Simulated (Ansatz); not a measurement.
Planning a GW calculation on BaTiO3 (Barioperovskite).

```xyz
5
Lattice="3.9855 0.0000 0.0000 0.0000 2.8369 2.8451 0.0000 -2.8369 2.8451" Properties=species:S:1:pos:R:3 pbc="T T T"
Ba    0.0000    0.0000    0.0000
Ti    1.9928    0.0000    2.9157
O     0.0000    0.0000    2.7735
O     1.9928   -1.3804    4.2594
O     1.9928    1.3804    4.2594
```

The cell and positions come from the Crystallography Open Database and are kept as given unless a step says otherwise. Spin-orbit coupling is left out unless a run names it.

Runs so far (Ansatz 0.2.0, start LDA, hard PAW files, 6×6×6 mesh). Times are wall times on 1 × NVIDIA H100 80GB HBM3 (shared by 3 runs) with 4 threads of AMD EPYC 7R13 (Zen 3), shared host, good to a factor of about two.

```tsv
bands summed	cutoff (eV)	gap on the mesh (eV)	time
188	110	3.421	93 s
402	190	3.461	3.8 min
```

Q: What should the next rung give, with 668 bands and screening to 270 eV, and where is the limit?

The error falls about as one over the bands when the cutoff rises with them. A line through the two highest rungs given predicts 3.475 eV; the run gave 3.498 eV, a miss of 0.023 eV, so the law fails here: the steps don't follow it yet. The two highest rungs put the limit near 3.554 eV, the pair below near 3.497 eV; neither can be trusted until a further rung is run.

Gaps are over the mesh's points; an edge off the mesh would be missed. Limits: not at the basis limit; no spin-orbit coupling.

[Paths, hosts, dates, memory and timing lines, banners, echoed tables and standing remarks are left out of the program output.]

[Logs are printed without paths, hosts, clocks, repeated set-up lines and the standing remarks that a program may print on its own settings, such as how far it seeks lower states.]

[Runs of the session that timed out or met a known fault of the program may be left out.]

[Cells called generated may have been cut or substituted from an entry of the Crystallography Open Database or the Materials Project.]

[Hosts, paths, dates, database ids (printed as entryN), source tags and the programs' standing remarks are cut or masked in the printed files.]
